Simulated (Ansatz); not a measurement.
# O on Ta(110): change of the work function, part 2 of 3

How does O on the hollow site change the work function of Ta(110) as the layer fills?

Ansatz 0.2.0; plane-wave DFT, PBE, Ansatz PAW.

So far, work function, upper face (eV): step 2 (the clean slab) 4.77.

### Step 3. The covered slab, k-mesh 6×6×1, coverage 0.25 ML

System of this step: Ta16O (O/Ta(110)). The cell holds 17 atoms: 16 Ta and 1 O. Cell: a = 5.733 Å, b = 5.733 Å, c = 26.770 Å, α = 90.0°, β = 90.0°, γ = 70.5°. Vacuum lies along c.

The clean slab as it ended is repeated in the plane and the adsorbate is set on one face; the cell's size fixes the coverage, and the k-mesh shrinks with it to keep the sampling density about even. Adsorbate and upper layers relax, since the dipole depends on the height.

input.yaml

```yaml
crystal:
  lattice:
    - [4.6810468914, -3.31, 0.0]
    - [4.6810468914, 3.31, 0.0]
    - [0.0, 0.0, 26.7701153285]
  atoms:
    - { symbol: Ta, position: [0.0, 0.0, 0.3361957873] }
    - { symbol: Ta, position: [0.25, 0.25, 0.4236262454] }
    - { symbol: Ta, position: [0.0, 0.0, 0.5111462895] }
    - { symbol: Ta, position: [0.25, 0.25, 0.595171029] }
    - { symbol: Ta, position: [0.0, 0.5, 0.3361957873] }
    - { symbol: Ta, position: [0.25, 0.75, 0.4236262454] }
    - { symbol: Ta, position: [0.0, 0.5, 0.5111462895] }
    - { symbol: Ta, position: [0.25, 0.75, 0.595171029] }
    - { symbol: Ta, position: [0.5, 0.0, 0.3361957873] }
    - { symbol: Ta, position: [0.75, 0.25, 0.4236262454] }
    - { symbol: Ta, position: [0.5, 0.0, 0.5111462895] }
    - { symbol: Ta, position: [0.75, 0.25, 0.595171029] }
    - { symbol: Ta, position: [0.5, 0.5, 0.3361957873] }
    - { symbol: Ta, position: [0.75, 0.75, 0.4236262454] }
    - { symbol: Ta, position: [0.5, 0.5, 0.5111462895] }
    - { symbol: Ta, position: [0.75, 0.75, 0.595171029] }
    - { symbol: O, position: [0.42, 0.42, 0.6638042127] }
kpoints:
  mp_grid: { grid: [6, 6, 1] }
hamiltonian:
  xc: pbe
scf:
  occupations: { method: fermi_dirac, width: 0.1 }
  convergence: { dr2_threshold: 1.0e-08 }
efield:
  axis: 3
  dipole_correction: true
  ramp_position: 0.97
  ramp_width: 0.06
relax:
  f_tol: 0.02
  max_steps: 60
  constraints: [{ sites: [0, 1, 4, 5, 8, 9, 12, 13] }]
output:
  dos: { projected: true, e_range: [-8, 4] }
  write_potential: true
  write_density: true
  volumetric_format: npy
  elf: true
```

Command:

```
ansatz run input.yaml --threads 4 --pin off --max-ram 6144MiB --backend cpu --events-out ev --progress --plain --runs-dir out
```

Numbers of over 12 decimals in the logs are rounded to 6 here.

Log:

```text
[...]
Crystal: 17 atoms, lattice volume = 829.567 Å³
Basis set: ecut = 420 eV, 16241 PW (Γ), exchange–correlation on 80×80×360 points (8 copies of the dense FFT grid, shifted against one another)
Bands: 129, of which v1, the nominal top of the filled ones, is band 107 counted from 1 (106 counted from 0)
Symmetry: 2 space group operations
[...]
k-points: 13 of 36 (time reversal used)
[...]
SCF iter   1: F=—  HF=-159474.862036 eV  |F-HF|=—  |Δ(HF+E_count)|=         —  Δρ=7.74e-3  dr2=8.53e0  ethr=1.77e-3  p=-0.190 e·Å  D=-4.14e-2 V/Å  ΔV_dip=1.11 eV  dr2_dipole=8.81e-4  V_vac-E_F(+/−)=6.13/5.02 eV  ⟨swp⟩=10.3  Hψ=8519  notcnv=0
[...]
SCF iter  10: F=-159474.561748 eV  HF=-159474.561748 eV  |F-HF|=1.33e-8  |Δ(HF+E_count)|=   2.32e-8  Δρ=3.08e-7  dr2=1.63e-9  ethr=4.67e-12  p=-0.182 e·Å  D=-3.98e-2 V/Å  ΔV_dip=1.07 eV  dr2_dipole=2.71e-12  V_vac-E_F(+/−)=5.86/4.79 eV  ⟨swp⟩=10.0  Hψ=11266  notcnv=0
SCF 1 converged in 10 iterations: F = -159474.561748 eV  dr2 = 1.63e-9
[...]
relax step   1: F+E_penalty+E_count = -159474.56174772 eV  Δ(F+E_penalty+E_count) = +0.000e0 eV  max|allowed force component| = 4.940e0 eV/Å  Δτ_max = 0.0000 Å  (10 SCF iters, accepted)
[...]
SCF iter  10: F=-159475.889157 eV  HF=-159475.889157 eV  |F-HF|=3.84e-9  |Δ(HF+E_count)|=   3.11e-8  Δρ=2.21e-7  dr2=8.17e-10  ethr=4.67e-12  p=-0.086 e·Å  D=-1.87e-2 V/Å  ΔV_dip=0.50 eV  dr2_dipole=1.39e-11  V_vac-E_F(+/−)=5.29/4.79 eV  ⟨swp⟩=14.5  Hψ=12751  notcnv=0
SCF 2 converged in 10 iterations: F = -159475.889157 eV  dr2 = 8.17e-10
relax step   2: F+E_penalty+E_count = -159475.88915697 eV  Δ(F+E_penalty+E_count) = -1.327e0 eV  max|allowed force component| = 4.056e0 eV/Å  Δτ_max = 0.1949 Å  (10 SCF iters, accepted)
SCF iter   1: F=—  HF=-159476.794937 eV  |F-HF|=—  |Δ(HF+E_count)|=         —  Δρ=5.81e-3  dr2=5.17e-1  ethr=2.38e-3  p=-0.086 e·Å  D=-1.87e-2 V/Å  ΔV_dip=0.50 eV  dr2_dipole=1.41e-1  V_vac-E_F(+/−)=5.27/4.77 eV  ⟨swp⟩=4.9  Hψ=3762  notcnv=0  defer=8
[...]
SCF iter  10: F=-159476.701330 eV  HF=-159476.701330 eV  |F-HF|=9.75e-9  |Δ(HF+E_count)|=   4.93e-8  Δρ=3.51e-7  dr2=1.87e-9  ethr=4.67e-12  p=0.006 e·Å  D=1.36e-3 V/Å  ΔV_dip=-0.04 eV  dr2_dipole=2.39e-11  V_vac-E_F(+/−)=4.75/4.79 eV  ⟨swp⟩=13.9  Hψ=13238  notcnv=0
SCF 3 converged in 10 iterations: F = -159476.701330 eV  dr2 = 1.87e-9
relax step   3: F+E_penalty+E_count = -159476.70132953 eV  Δ(F+E_penalty+E_count) = -8.122e-1 eV  max|allowed force component| = 1.857e0 eV/Å  Δτ_max = 0.1949 Å  (10 SCF iters, accepted)
[...]
relax step   4: F+E_penalty+E_count = -159476.95300131 eV  Δ(F+E_penalty+E_count) = -2.517e-1 eV  max|allowed force component| = 3.053e-1 eV/Å  Δτ_max = 0.1947 Å  (9 SCF iters, accepted)
[...]
relax step   5: F+E_penalty+E_count = -159476.96484756 eV  Δ(F+E_penalty+E_count) = -1.185e-2 eV  max|allowed force component| = 2.498e-1 eV/Å  Δτ_max = 0.0968 Å  (9 SCF iters, accepted)
[...]
relax step   6: F+E_penalty+E_count = -159476.97320510 eV  Δ(F+E_penalty+E_count) = -8.358e-3 eV  max|allowed force component| = 6.621e-2 eV/Å  Δτ_max = 0.0322 Å  (8 SCF iters, accepted)
[...]
relax step   7: F+E_penalty+E_count = -159476.97405666 eV  Δ(F+E_penalty+E_count) = -8.516e-4 eV  max|allowed force component| = 3.039e-2 eV/Å  Δτ_max = 0.0119 Å  (7 SCF iters, accepted)
SCF iter   1: F=—  HF=-159476.974768 eV  |F-HF|=—  |Δ(HF+E_count)|=         —  Δρ=1.73e-4  dr2=5.12e-4  ethr=5.08e-6  p=0.055 e·Å  D=1.20e-2 V/Å  ΔV_dip=-0.32 eV  dr2_dipole=9.22e-6  V_vac-E_F(+/−)=4.46/4.79 eV  ⟨swp⟩=2.0  Hψ=2627  notcnv=0
[...]
SCF iter   6: F=-159476.974216 eV  HF=-159476.974216 eV  |F-HF|=1.79e-8  |Δ(HF+E_count)|=   1.10e-7  Δρ=6.26e-7  dr2=5.68e-9  ethr=4.67e-12  p=0.055 e·Å  D=1.20e-2 V/Å  ΔV_dip=-0.32 eV  dr2_dipole=2.95e-10  V_vac-E_F(+/−)=4.46/4.79 eV  ⟨swp⟩=12.2  Hψ=13342  notcnv=0
SCF 8 converged in 6 iterations: F = -159476.974216 eV  dr2 = 5.68e-9
relax step   8: F+E_penalty+E_count = -159476.97421597 eV  Δ(F+E_penalty+E_count) = -1.593e-4 eV  max|allowed force component| = 5.768e-3 eV/Å  Δτ_max = 0.0045 Å  (6 SCF iters, accepted)
NSCF: frozen V_eff on 13 k-points
[...]
SCF converged after 6 iterations
Free energy (F): -159476.974216 eV
[...]
Internal energy: -159476.256026 eV  (E = F + TS)
E sigma→0 (E₀):  -159476.615121 eV
Entropy (-TS):   -0.718190 eV (-42.246 meV/atom)
Fermi energy:    3.752139 eV
Dipole field:    D = 0.011977 V/Å  (p = 0.054909 e·Å, saw-weighted, corrected)
Work function:   Φ+ = 4.4649 eV   Φ− = 4.7855 eV
[...]
--- Forces (eV/Å), atoms counted from 1 ---
  atom   1  Ta     0.02392309     0.00000000     0.37529366
  atom   2  Ta    -0.11832679     0.00000000    -0.33984813
  atom   3  Ta    -0.00317424     0.00000000    -0.00230443
  atom   4  Ta    -0.00122023     0.00000000    -0.00148016
  atom   5  Ta     0.01344166     0.03820046     0.41824522
  atom   6  Ta     0.02348225     0.01543694    -0.42455609
  atom   7  Ta     0.00262553     0.00263127    -0.00192157
  atom   8  Ta    -0.00576822     0.00228026    -0.00204392
  atom   9  Ta     0.01344166    -0.03820046     0.41824522
  atom  10  Ta     0.02348225    -0.01543694    -0.42455609
  atom  11  Ta     0.00262553    -0.00263127    -0.00192157
  atom  12  Ta    -0.00576822    -0.00228026    -0.00204392
  atom  13  Ta    -0.01980575     0.00000000     0.46061360
  atom  14  Ta     0.03836380     0.00000000    -0.48121668
  atom  15  Ta     0.00256725     0.00000000     0.00255919
  atom  16  Ta     0.00576289     0.00000000     0.00533253
  atom  17  O      0.00436800     0.00000000     0.00158065
  max |Σ_I F_I| component: 2.25e-5 eV/Å
--- Band table (eV; the first three rows and the last of 13) ---
  k-point 0: bands = [... 103 lower, 3.8585, 3.9876, 4.0182, 4.1676, 4.2362, 4.4231, 4.8202, 4.8722, ... 18 higher]
  k-point 1: bands = [... 103 lower, 3.7009, 3.8107, 3.8623, 3.9494, 4.1360, 4.4199, 4.4803, 4.5209, ... 18 higher]
  k-point 2: bands = [... 103 lower, 3.4192, 3.4903, 3.5770, 3.6181, 3.6917, 3.7063, 3.8102, 3.9076, ... 18 higher]
  k-point 12: bands = [... 103 lower, 3.5984, 3.8535, 3.8925, 3.9065, 3.9440, 4.0146, 4.0588, 4.1093, ... 18 higher]
--- Relaxed structure (8 steps of the walk, 8 accepted, 0 SCFs on fresh bases) ---
  F+E_penalty+E_count = -159476.97421597 eV   max|allowed force component| = 5.768e-3 eV/Å
  atoms:
    - { symbol: Ta, position: [0.0, 0.0, 0.336196] }
    - { symbol: Ta, position: [0.25, 0.25, 0.423626] }
    - { symbol: Ta, position: [-0.00186704, -0.00186704, 0.512525] }
    - { symbol: Ta, position: [0.234833, 0.234833, 0.598264] }
    - { symbol: Ta, position: [0.0, 0.5, 0.336196] }
    - { symbol: Ta, position: [0.250000, 0.75, 0.423626] }
    - { symbol: Ta, position: [-0.000834356, 0.495805, 0.511011] }
    - { symbol: Ta, position: [0.253263, 0.732913, 0.599073] }
    - { symbol: Ta, position: [0.5, 0.0, 0.336196] }
    - { symbol: Ta, position: [0.75, 0.250000, 0.423626] }
    - { symbol: Ta, position: [0.495805, -0.000834356, 0.511011] }
    - { symbol: Ta, position: [0.732913, 0.253263, 0.599073] }
    - { symbol: Ta, position: [0.5, 0.5, 0.336196] }
    - { symbol: Ta, position: [0.75, 0.75, 0.423626] }
    - { symbol: Ta, position: [0.498373, 0.498373, 0.510805] }
    - { symbol: Ta, position: [0.751729, 0.751729, 0.591154] }
    - { symbol: O, position: [0.420137, 0.420137, 0.640619] }
```

The job ended after 6.2 min (4 threads of AMD EPYC 7R43, shared host; peak memory 3 GiB).

Step by step:

| step | energy less that of the first step (eV) | largest force component (eV/Å) |
| --- | --- | --- |
| 1 | 0.0000 | 4.9397 |
| 2 | -1.3274 | 4.0561 |
| 3 | -2.1396 | 1.8572 |
| 4 | -2.3913 | 0.3053 |
| 5 | -2.4031 | 0.2498 |
| 6 | -2.4115 | 0.0662 |
| 7 | -2.4123 | 0.0304 |
| 8 | -2.4125 | 0.0058 |

Forces are held to the 2 operations that the run works with; a distortion that breaks them can't arise in this run.

The atoms that moved most (Å):

| atom | dx | dy | dz | length |
| --- | --- | --- | --- | --- |
| O17 | 0.001 | 0.000 | -0.621 | 0.621 |
| Ta4 | -0.142 | 0.000 | 0.083 | 0.164 |
| Ta12 | -0.065 | 0.067 | 0.104 | 0.140 |
| Ta8 | -0.065 | -0.067 | 0.104 | 0.140 |
| Ta16 | 0.016 | 0.000 | -0.108 | 0.109 |
| Ta3 | -0.017 | 0.000 | 0.037 | 0.041 |
| Ta7 | -0.024 | -0.011 | -0.004 | 0.026 |
| Ta11 | -0.024 | 0.011 | -0.004 | 0.026 |

The relaxed structure:

```xyz
17
Lattice="4.6810 -3.3100 0.0000 4.6810 3.3100 0.0000 0.0000 0.0000 26.7701" Properties=species:S:1:pos:R:3
Ta    0.0000    0.0000    9.0000
Ta    2.3405    0.0000   11.3405
Ta   -0.0175    0.0000   13.7204
Ta    2.1985    0.0000   16.0156
Ta    2.3405    1.6550    9.0000
Ta    4.6810    1.6550   11.3405
Ta    2.3170    1.6439   13.6798
Ta    4.6163    1.5876   16.0372
Ta    2.3405   -1.6550    9.0000
Ta    4.6810   -1.6550   11.3405
Ta    2.3170   -1.6439   13.6798
Ta    4.6163   -1.5876   16.0372
Ta    4.6810    0.0000    9.0000
Ta    7.0216    0.0000   11.3405
Ta    4.6658    0.0000   13.6743
Ta    7.0378    0.0000   15.8253
O     3.9334    0.0000   17.1494
```

This step gave:

| Quantity | Value |
| --- | --- |
| energy at zero smearing | -159476.6151 eV |
| work function, upper face | 4.465 eV |
| work function, lower face | 4.785 eV |
| dipole along the normal | 0.05491 e·Å |
| step between the vacuum levels | -0.3206 eV |

Running mean over 2.341 Å of the planar mean; the ramp of the sawtooth is left out. The electron's electrostatic potential energy less the Fermi level by z:

| z (Å) | electron's electrostatic potential energy less the Fermi level (eV) |
| --- | --- |
| 3.5 | 4.78 |
| 4.0 | 4.78 |
| 4.5 | 4.78 |
| 5.0 | 4.77 |
| 5.5 | 4.73 |
| 6.0 | 4.59 |
| 6.5 | 4.18 |
| 7.0 | 2.95 |
| 7.5 | -0.267 |
| 8.0 | -5.20 |
| 8.5 | -8.90 |
| 9.0 | -10.1 |
| 9.5 | -10.1 |
| 10.0 | -10.0 |
| 10.5 | -10.0 |
| 11.0 | -9.99 |
| 11.5 | -9.97 |
| 12.0 | -9.93 |
| 12.5 | -9.90 |
| 13.0 | -9.93 |
| 13.5 | -9.99 |
| 14.0 | -10.2 |
| 14.5 | -10.5 |
| 15.0 | -10.5 |
| 15.5 | -10.5 |
| 16.0 | -10.7 |
| 16.5 | -9.70 |
| 17.0 | -5.99 |
| 17.5 | -1.15 |
| 18.0 | 2.09 |
| 18.5 | 3.66 |
| 19.0 | 4.28 |
| 19.5 | 4.42 |
| 20.0 | 4.45 |
| 20.5 | 4.46 |
| 21.0 | 4.46 |
| 21.5 | 4.46 |
| 22.0 | 4.46 |
| 22.5 | 4.46 |
| 23.0 | 4.46 |
| 23.5 | 4.46 |

The density of states has structure finer than the step of the table below, so its rows give means over 0.25 eV, whole bins alone (the curve runs from -8 to 1.98 eV). Peaks (eV: height): -1.530: 37.1, -1.470: 34.1, -1.350: 32.8, -1.200: 29.3, -1.110: 34.5, -0.930: 30.1, -0.690: 30.8.

The density of states by energy, zero at the Fermi level; means over each step:

| energy (eV) | density of states (states/eV a cell) |
| --- | --- |
| -7.75 | 0 |
| -7.50 | 0.108 |
| -7.25 | 0.933 |
| -7.00 | 0.985 |
| -6.75 | 1.33 |
| -6.50 | 2.43 |
| -6.25 | 4.91 |
| -6.00 | 7.53 |
| -5.75 | 8.11 |
| -5.50 | 6.18 |
| -5.25 | 3.86 |
| -5.00 | 2.14 |
| -4.75 | 4.89 |
| -4.50 | 3.72 |
| -4.25 | 8.33 |
| -4.00 | 7.56 |
| -3.75 | 11.6 |
| -3.50 | 9.07 |
| -3.25 | 13.3 |
| -3.00 | 17.3 |
| -2.75 | 16.0 |
| -2.50 | 11.1 |
| -2.25 | 11.5 |
| -2.00 | 9.44 |
| -1.75 | 6.93 |
| -1.50 | 27.9 |
| -1.25 | 27.5 |
| -1.00 | 26.3 |
| -0.75 | 23.6 |
| -0.50 | 23.9 |
| -0.25 | 25.5 |
| 0.00 | 22.5 |
| 0.25 | 18.0 |
| 0.50 | 10.6 |
| 0.75 | 11.0 |
| 1.00 | 11.1 |
| 1.25 | 10.4 |
| 1.50 | 10.6 |
| 1.75 | 10.5 |

Projected DOS per atom over height of the atomic layer and energy from the Fermi level. Layers: Ta4 Ta4 Ta4 Ta4 O from below.

Ten even steps from '0' (0.00 states/eV) to '9' (4.39 states/eV), each cell a mean:
```
21010
11110
10110
21110
32230
42230
33330
34430
10110
11110
22210
12210
11110
01100
00000
00001
00006
00019
00002
00000
00000
00000
```
Columns: height of the atomic layer (Å) from 9 to 17.1 (not evenly spaced); rows upwards: energy from the Fermi level (eV) from -7.96 to 1.95.

Valence density in the ca plane at fractional y = 0.000, with atoms of Ta within 0.2 Å of it. It is the smooth field of the valence electrons, not physical close to the nuclei.

Values in e/Å³, 8 rows by 16 columns, each cell a mean:
```
3.4 0.8 0.2 0.2 1.6 3.1 0.4 0.2 0.1 0.0 0.0 0.0 0.0 0.0 0.0 0.0
0.5 0.3 0.3 0.3 0.3 0.5 0.3 0.3 0.1 0.0 0.0 0.0 0.0 0.0 0.0 0.0
1.0 0.3 0.3 0.3 0.5 0.8 0.3 0.3 0.1 0.0 0.0 0.0 0.0 0.0 0.0 0.0
4.0 1.0 0.2 0.2 2.1 3.4 0.4 0.2 0.1 0.0 0.0 0.0 0.0 0.0 0.0 0.0
3.4 0.8 0.2 0.2 1.8 3.0 0.4 0.2 0.1 0.0 0.0 0.0 0.0 0.0 0.0 0.0
0.5 0.3 0.3 0.3 0.3 0.5 0.3 0.3 0.2 0.0 0.0 0.0 0.0 0.0 0.0 0.0
1.0 0.3 0.3 0.3 0.5 0.8 0.3 0.3 0.1 0.0 0.0 0.0 0.0 0.0 0.0 0.0
3.9 1.0 0.2 0.2 2.0 3.5 0.4 0.2 0.1 0.0 0.0 0.0 0.0 0.0 0.0 0.0
```
Columns run along c (16.0 Å, from fractional 0.32 to 0.92 of the cell), rows up along a (5.7 Å). Atoms in or near the plane, at fractional coordinates: Ta at (0.34, 0.00), Ta at (0.51, 0.00), Ta at (0.34, 0.50), Ta at (0.51, 0.50).

ELF in the ca plane at fractional y = 0.000, with atoms of Ta within 0.2 Å of it. It is the smooth field of the valence electrons, not physical close to the nuclei.

Values, 8 rows by 16 columns, each cell a mean:
```
0.58 0.39 0.42 0.41 0.43 0.55 0.37 0.43 0.45 0.32 0.07 0.01 0.00 0.00 0.00 0.00
0.33 0.41 0.35 0.44 0.35 0.30 0.48 0.37 0.40 0.24 0.04 0.00 0.00 0.00 0.00 0.00
0.41 0.37 0.36 0.42 0.33 0.33 0.40 0.35 0.46 0.19 0.02 0.00 0.00 0.00 0.00 0.00
0.49 0.43 0.45 0.41 0.47 0.51 0.35 0.41 0.48 0.19 0.02 0.00 0.00 0.00 0.00 0.00
0.58 0.39 0.42 0.41 0.45 0.55 0.36 0.38 0.45 0.23 0.03 0.00 0.00 0.00 0.00 0.00
0.33 0.41 0.35 0.43 0.34 0.30 0.47 0.34 0.46 0.26 0.04 0.00 0.00 0.00 0.00 0.00
0.40 0.37 0.36 0.43 0.33 0.35 0.45 0.43 0.53 0.33 0.06 0.01 0.00 0.00 0.00 0.00
0.49 0.42 0.45 0.41 0.46 0.50 0.39 0.56 0.58 0.38 0.08 0.01 0.00 0.00 0.00 0.00
```
Columns run along c (16.0 Å, from fractional 0.32 to 0.92 of the cell), rows up along a (5.7 Å). Atoms in or near the plane, at fractional coordinates: Ta at (0.34, 0.00), Ta at (0.51, 0.00), Ta at (0.34, 0.50), Ta at (0.51, 0.50).

Electrostatic potential energy in the ca plane at fractional y = 0.000, with atoms of Ta within 0.2 Å of it. With pseudopotentials it is smooth inside the atoms' cores, unlike the true potential.

Ten even steps from '0' (-58 eV) to '9' (8 eV), each cell a mean:
```
00158999999740015899999999999999999999999999
43478999999864347899999999999999999999999999
77789998999987778999889999999999999999999999
88899998899998889999889999999999999999999999
77789998999987788999899999999999999999999999
43478999999864357899999999999999999999999999
00158999999740015899999999999999999999999999
00048999999730005899999999999999999999999999
21268999999741126899999999999999999999999999
65689999999875568999889999999999999999999999
88899998899998889999889999999999999999999999
88899998899998889999889999999999999999999999
65689999999976568999999999999999999999999999
21268999999852126899999999999999999999999999
00048999999730004899999999999999999999999999
```
Columns run along c (16.0 Å, from fractional 0.32 to 0.92 of the cell; values clipped at the 3rd and 97th percentile), rows up along a (5.7 Å). Atoms in or near the plane, at fractional coordinates: Ta at (0.34, 0.00), Ta at (0.51, 0.00), Ta at (0.34, 0.50), Ta at (0.51, 0.50).

The relaxation took 8 steps and lowered the energy by 2.4 eV; the largest force on the free atoms ends at 0.0058 eV/Å.

By hand: a sheet of dipoles makes a step −p/(ε₀A) in the electron's potential. With e/ε₀ = 180.95 V·Å, p = 0.05491 e·Å and A = 30.99 Å², that is −180.95 × (0.05491) / 30.99 = -0.321 eV, and the two vacuum levels of the run differ by -0.321 eV.

The covered face has 4.46 eV, -0.30 eV against the clean one; the bare back face has moved by -0.03 eV, a measure of how thin the slab is.

(Continued in part 3 of 3.)

[Logs are printed without paths, hosts, clocks, repeated set-up lines and the standing remarks that a program may print on its own settings, such as how far it seeks lower states.]

[Hosts, paths, dates, database ids (printed as entryN), source tags and the programs' standing remarks are cut or masked in the printed files.]

[Maps of the electrostatic potential energy from Ansatz leave out the sawtooth potential of an applied field or a dipole correction, so their vacuum need not be flat; planar profiles and work functions include it.]

[The density of states shown here was stored with 400 of the rows of the run's finer table, so its peaks can read low, often by over a quarter, or be missed, and its means over a window can be off by a tenth or more.]
